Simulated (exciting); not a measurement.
# Electron–core-hole interaction in the F K spectrum of LiCaF3

Wanted: the near-edge spectrum and the bound core excitons at the F K edge of LiCaF3.

Method: X-ray absorption, core-level Bethe-Salpeter equation, exchange and statically screened direct term, Tamm-Dancoff, all-electron LAPW+lo LDA, in exciting sodium.

Most raw output is cut from this account.

**1. Starting point**

The structure is cubic, space group Pm-3m (No. 221). Conventional cell: a = 3.761 Å, b = 3.761 Å, c = 3.761 Å, α = 90.00°, β = 90.00°, γ = 90.00°. Nearest to Ca lie 12 F at 2.66 Å. F has 2 Li at 1.88 Å and 4 Ca at 2.66 Å nearest. Nearest to Li lie 6 F at 1.88 Å. Farther neighbours and most contacts between anions are not listed.

Structure file:

```
Ca F Li
1.0
     3.76124    0.00000    0.00000
     0.00000    3.76124    0.00000
     0.00000    0.00000    3.76124
Ca F Li
1 3 1
Direct
  0.00000 0.00000 0.00000
  0.50000 0.00000 0.50000
  0.50000 0.50000 0.00000
  0.00000 0.50000 0.50000
  0.50000 0.50000 0.50000
```

Differences between curves are given as r.m.s. difference over r.m.s. height.

**2. Ground state**

The species files are the program's own, with muffin-tin radii set in the input.

Input file input.xml:

```
<input>
  <title>LiCaF3</title>
  <structure speciespath="." autormt="false" epslat="1.0e-5">
    <crystal>
      <basevect>7.1077210466 0.0000000000 0.0000000000</basevect>
      <basevect>0.0000000000 7.1077210466 0.0000000000</basevect>
      <basevect>0.0000000000 0.0000000000 7.1077210466</basevect>
    </crystal>
    <species speciesfile="Ca.xml" rmt="2.408">
      <atom coord="0.0000000000 0.0000000000 0.0000000000"/>
    </species>
    <species speciesfile="F.xml" rmt="1.587">
      <atom coord="0.5000000000 0.0000000000 0.5000000000"/>
      <atom coord="0.5000000000 0.5000000000 0.0000000000"/>
      <atom coord="0.0000000000 0.5000000000 0.5000000000"/>
    </species>
    <species speciesfile="Li.xml" rmt="1.860">
      <atom coord="0.5000000000 0.5000000000 0.5000000000"/>
    </species>
  </structure>
  <groundstate do="fromscratch" xctype="LDA_PW" ngridk="4 4 4" rgkmax="7" gmaxvr="14" nempty="8" swidth="0.001" maxscl="100" epsengy="1e-5"/>
</input>
```

Command:

```sh
$ OMP_NUM_THREADS=1 mpirun -n 4 exciting
```

Run time: 96 s. Hardware: 4 MPI ranks of Intel Xeon at 2.50GHz (Skylake/Cascade Lake), shared host.

The warnings file holds hints only, no warning.

The mesh shows a gap of 6.38 eV. Core levels (Dirac, from the valence top):

```
atom  level  energy (eV)
  Ca  1s1/2      -3928.1
  Ca  2s1/2       -403.5
  Ca  2p1/2       -327.4
  Ca  2p3/2       -323.7
   F  1s1/2       -646.8
```

**3. A richer basis for the empty states**

Each species file gets more local orbitals, built from u and its energy derivative at 0.15 Ha and u at 0.9 Ha.

input.xml is that of step 2.

Input file SPECIES.xml, added lines:

```
<lo l="L">  <!-- L = 0, 1, 2 -->
  <wf matchingOrder="0" trialEnergy="0.1500" searchE="false"/>
  <wf matchingOrder="1" trialEnergy="0.1500" searchE="false"/>
  <wf matchingOrder="0" trialEnergy="0.9000" searchE="false"/>
</lo>
```

Command:

```sh
$ OMP_NUM_THREADS=1 mpirun -n 4 exciting
```

It took 1.8 min on 4 MPI ranks.

Against the first ground state the total energy moves by -6 meV an atom and the gap by -0.01 eV.

**4. Screening, kernels and BSE for F atom 2**

The absorber has 2 Li at 1.88 Å (linear, site symmetry 4/mmm).

Changes to input.xml since step 3:

```diff
@@ -20,3 +20,20 @@
   </structure>
-  <groundstate do="fromscratch" xctype="LDA_PW" ngridk="4 4 4" rgkmax="7" gmaxvr="14" nempty="8" swidth="0.001" maxscl="100" epsengy="1e-5"/>
+  <groundstate do="skip" xctype="LDA_PW" ngridk="4 4 4" rgkmax="7" gmaxvr="14" nempty="8" swidth="0.001" maxscl="100" epsengy="1e-5"/>
+  <xs xstype="BSE" ngridk="4 4 4" ngridq="4 4 4" vkloff="0.097 0.273 0.493" rgkmax="7" nempty="29" gqmax="3" lmaxapwwf="5" lmaxemat="2" broad="0.01654" tevout="true">
+    <energywindow intv="23.559 25.176" points="439"/>
+    <screening screentype="full" nempty="48"/>
+    <BSE xas="true" xasspecies="2" xasatom="1" xasedge="K" bsetype="singlet" nstlxas="1 25"/>
+    <qpointset>
+      <qpoint>0 0 0</qpoint>
+    </qpointset>
+    <plan>
+      <doonly task="xsgeneigvec"/>
+      <doonly task="writepmatxs"/>
+      <doonly task="scrgeneigvec"/>
+      <doonly task="scrwritepmat"/>
+      <doonly task="screen"/>
+      <doonly task="scrcoulint"/>
+      <doonly task="exccoulint"/>
+    </plan>
+  </xs>
 </input>
```

Input file input.xml for the last start (plan only):

```
  <plan>
    <doonly task="bse"/>
  </plan>
```

Command:

```sh
$ OMP_NUM_THREADS=1 mpirun -n 4 exciting
$ OMP_NUM_THREADS=4 exciting
```

Run time: 26 min. Hardware: 4 MPI ranks.

Wall time by task: xsgeneigvec 26 s, writepmatxs 22 s, scrgeneigvec 25 s, scrwritepmat 13 s, screen 4.6 min, scrcoulint 10 min, exccoulint 8.2 min, bse 61 s.

The F K spectrum of F atom 2 (energy from the Kohn–Sham onset, core level to the lowest empty state found on the meshes used, 653.09 eV; the ground-state mesh sets it, and the shifted mesh has its lowest transition 0.21 eV above it; Im ε scaled to the maximum of the singlet run; cut below the end of the band set):

```
E (eV)  Im ε
  -5.0  0.02
  -4.5  0.03
  -4.0  0.04
  -3.5  0.05
  -3.0  0.08
  -2.5  0.15
  -2.0  0.33
  -1.5  0.87
  -1.0  0.78
  -0.5  0.62
   0.0  0.39
   0.5  0.26
   1.0  0.21
   1.5  0.21
   2.0  0.25
   2.5  0.30
   3.0  0.27
   3.5  0.25
   4.0  0.26
   4.5  0.29
   5.0  0.34
   5.5  0.40
   6.0  0.46
   6.5  0.60
   7.0  0.95
   7.5  0.62
   8.0  0.46
   8.5  0.30
   9.0  0.24
   9.5  0.19
  10.0  0.15
  10.5  0.12
  11.0  0.11
  11.5  0.10
  12.0  0.09
  12.5  0.12
  13.0  0.17
  13.5  0.17
  14.0  0.15
  14.5  0.13
  15.0  0.13
  15.5  0.20
  16.0  0.23
  16.5  0.22
  17.0  0.18
  17.5  0.15
  18.0  0.12
  18.5  0.11
  19.0  0.10
  19.5  0.08
  20.0  0.09
```

Maxima (height): -1.3 eV (1.00), 2.5 eV (0.30), 7.0 eV (0.96), 13.2 eV (0.18) and 16.0 eV (0.23).

The Hamiltonian has 3200 rows. The lowest groups of eigenvalues and the brightest ones, on the scale above (the program counts from the shifted mesh's onset, 0.21 eV higher). Core spinors bring spin-forbidden partners, so dark means forbidden by spin or by symmetry, and the shifted mesh splits states that symmetry would keep together:

```
energy (eV)  states within 10 meV  relative strength
     -1.784                     2               dark
     -1.480                     2               dark
     -1.372                     1               dark
     -1.357                     1               dark
     -1.345                     1               0.73
     -1.330                     1               0.76
     -0.382                     2               0.15
      5.191                     2               0.14
      5.811                     1               0.15
      7.020                     3               1.00
      8.010                     2               0.17
```

**5. Independent particles**

Changes to input.xml since step 4:

```diff
@@ -24,3 +24,3 @@
     <screening screentype="full" nempty="48"/>
-    <BSE xas="true" xasspecies="2" xasatom="1" xasedge="K" bsetype="singlet" nstlxas="1 25"/>
+    <BSE xas="true" xasspecies="2" xasatom="1" xasedge="K" bsetype="IP" nstlxas="1 25"/>
     <qpointset>
@@ -29,9 +29,3 @@
     <plan>
-      <doonly task="xsgeneigvec"/>
-      <doonly task="writepmatxs"/>
-      <doonly task="scrgeneigvec"/>
-      <doonly task="scrwritepmat"/>
-      <doonly task="screen"/>
-      <doonly task="scrcoulint"/>
-      <doonly task="exccoulint"/>
+      <doonly task="bse"/>
     </plan>
```

Command:

```sh
$ OMP_NUM_THREADS=4 exciting
```

It took 3 s on 4 threads.

Maxima (height): 2.1 eV (0.43), 7.0 eV (0.28), 10.7 eV (0.54), 12.3 eV (0.76) and 18.9 eV (0.31); 2 lower ones aren't listed. The spectrum differs from the singlet run by 89 % r.m.s. Moving the earlier curve by +3.6 eV leaves 51 %. The highest maximum lies at 12.3 eV (0.76), against -1.3 eV (1.00).

**6. Exchange alone**

Changes to input.xml since step 5:

```diff
@@ -24,3 +24,3 @@
     <screening screentype="full" nempty="48"/>
-    <BSE xas="true" xasspecies="2" xasatom="1" xasedge="K" bsetype="IP" nstlxas="1 25"/>
+    <BSE xas="true" xasspecies="2" xasatom="1" xasedge="K" bsetype="RPA" nstlxas="1 25"/>
     <qpointset>
```

Command:

```sh
$ OMP_NUM_THREADS=4 exciting
```

Run time: 63 s. Hardware: 4 threads.

Maxima (height): 2.1 eV (0.42), 7.0 eV (0.27), 10.7 eV (0.52), 12.3 eV (0.78) and 18.9 eV (0.31); 2 lower ones aren't listed. Against the independent-particle run the r.m.s. difference is 3 %.

**7. Local-field cutoff**

Changed against the first singlet run: cutoff of the screened term (bohr⁻¹) from 3 to 4.

Changes to input.xml since step 6:

```diff
@@ -21,6 +21,6 @@
   <groundstate do="skip" xctype="LDA_PW" ngridk="4 4 4" rgkmax="7" gmaxvr="14" nempty="8" swidth="0.001" maxscl="100" epsengy="1e-5"/>
-  <xs xstype="BSE" ngridk="4 4 4" ngridq="4 4 4" vkloff="0.097 0.273 0.493" rgkmax="7" nempty="29" gqmax="3" lmaxapwwf="5" lmaxemat="2" broad="0.01654" tevout="true">
+  <xs xstype="BSE" ngridk="4 4 4" ngridq="4 4 4" vkloff="0.097 0.273 0.493" rgkmax="7" nempty="29" gqmax="4" lmaxapwwf="5" lmaxemat="2" broad="0.01654" tevout="true">
     <energywindow intv="23.559 25.176" points="439"/>
     <screening screentype="full" nempty="48"/>
-    <BSE xas="true" xasspecies="2" xasatom="1" xasedge="K" bsetype="RPA" nstlxas="1 25"/>
+    <BSE xas="true" xasspecies="2" xasatom="1" xasedge="K" bsetype="singlet" nstlxas="1 25"/>
     <qpointset>
@@ -29,3 +29,5 @@
     <plan>
-      <doonly task="bse"/>
+      <doonly task="xsgeneigvec"/>
+      <doonly task="screen"/>
+      <doonly task="scrcoulint"/>
     </plan>
```

Input file input.xml for the exchange start (cutoff and plan only):

```
  gqmax="3"
  <plan>
    <doonly task="exccoulint"/>
  </plan>
```

Input file input.xml for the last start (plan only):

```
  <plan>
    <doonly task="bse"/>
  </plan>
```

Command:

```sh
$ OMP_NUM_THREADS=1 mpirun -n 4 exciting
$ OMP_NUM_THREADS=1 mpirun -n 4 exciting
$ OMP_NUM_THREADS=4 exciting
```

The job ended after 31 min (4 MPI ranks).

Against the singlet run the r.m.s. difference is 13 %. The highest maximum lies at -1.4 eV (1.07), against -1.3 eV (1.00). The first bright state moves from -1.35 to -1.41 eV. The kernels miss the short-range part of the Coulomb interaction, its components above their cutoff.

```
E (eV)  first run  this run
  -5.0       0.02      0.02
  -4.0       0.04      0.04
  -3.0       0.08      0.09
  -2.0       0.33      0.40
  -1.0       0.78      0.76
   0.0       0.39      0.37
   1.0       0.21      0.21
   2.0       0.25      0.26
   3.0       0.27      0.27
   4.0       0.26      0.28
   5.0       0.34      0.37
   6.0       0.46      0.54
   7.0       0.95      0.85
   8.0       0.46      0.38
   9.0       0.24      0.22
  10.0       0.15      0.13
  11.0       0.11      0.11
  12.0       0.09      0.09
  13.0       0.17      0.17
  14.0       0.15      0.14
  15.0       0.13      0.13
  16.0       0.23      0.22
  17.0       0.18      0.17
  18.0       0.12      0.11
  19.0       0.10      0.09
  20.0       0.09      0.08
```

**8. The levels of theory side by side**

```
  level  curve passes 0.15 (eV)  highest maximum (eV)  its height
     IP                     0.7                  12.3        0.76
    RPA                     0.8                  12.3        0.78
singlet                    -2.4                  -1.3        1.00
```

```
E (eV)    IP   RPA  singlet
  -5.0  0.01  0.01     0.02
  -4.0  0.01  0.01     0.04
  -3.0  0.01  0.01     0.08
  -2.0  0.02  0.01     0.33
  -1.0  0.03  0.02     0.78
   0.0  0.06  0.06     0.39
   1.0  0.22  0.21     0.21
   2.0  0.42  0.41     0.25
   3.0  0.19  0.19     0.27
   4.0  0.20  0.19     0.26
   5.0  0.24  0.24     0.34
   6.0  0.21  0.21     0.46
   7.0  0.28  0.27     0.95
   8.0  0.25  0.25     0.46
   9.0  0.28  0.27     0.24
  10.0  0.44  0.44     0.15
  11.0  0.52  0.50     0.11
  12.0  0.70  0.68     0.09
  13.0  0.38  0.41     0.17
  14.0  0.19  0.19     0.15
  15.0  0.20  0.20     0.13
  16.0  0.15  0.16     0.23
  17.0  0.22  0.22     0.18
  18.0  0.30  0.30     0.12
  19.0  0.31  0.31     0.10
  20.0  0.24  0.25     0.09
```

**9. Results**

- absorber and edge: F K, atom 2
- surroundings: 2 Li at 1.88 Å (linear, site symmetry 4/mmm)
- first bright state: -1.35 eV from the Kohn–Sham onset, on this mesh
- highest maximum: -1.3 eV
- cost of the BSE run: 26 min on 4 MPI ranks of Intel Xeon at 2.50GHz (Skylake/Cascade Lake), shared host; the last task ran on as many threads

What this shows: Is a core exciton bound? Yes on this mesh: the first bright state (over 5 % of the brightest) lies at -1.35 eV from the Kohn–Sham onset and at -1.56 eV from the lowest bare transition of its own mesh; weaker or dark states reach down to -1.78 eV. Changing the cutoff of the screened term (bohr⁻¹) from 3 to 4 alters the spectrum by 13 % r.m.s. Exchange alone changes the independent-particle spectrum by 3 % r.m.s. With 64 k points the binding energies are rough, and fine structure above the first lines is partly noise of the mesh. The kernel cutoff is low for a compact core orbital, so the effect of exchange is a lower bound. The zero comes from the unshifted 4×4×4 ground-state mesh; it is exact only where the band minimum lies on that mesh. The Kohn–Sham onset, 653 eV, is no photon energy: the scale needs a rigid shift. No quasiparticle correction widens the gap or stretches the bands. Vibrations and energy-dependent lifetimes are left out. The structure is a Materials Project entry, computed there, and may be a hypothetical form.

[Logs are printed without paths, hosts, clocks, repeated set-up lines and the standing remarks that a program may print on its own settings, such as how far it seeks lower states.]

[Hosts, paths, dates, database ids (printed as entryN), source tags and the programs' standing remarks are cut or masked in the printed files.]
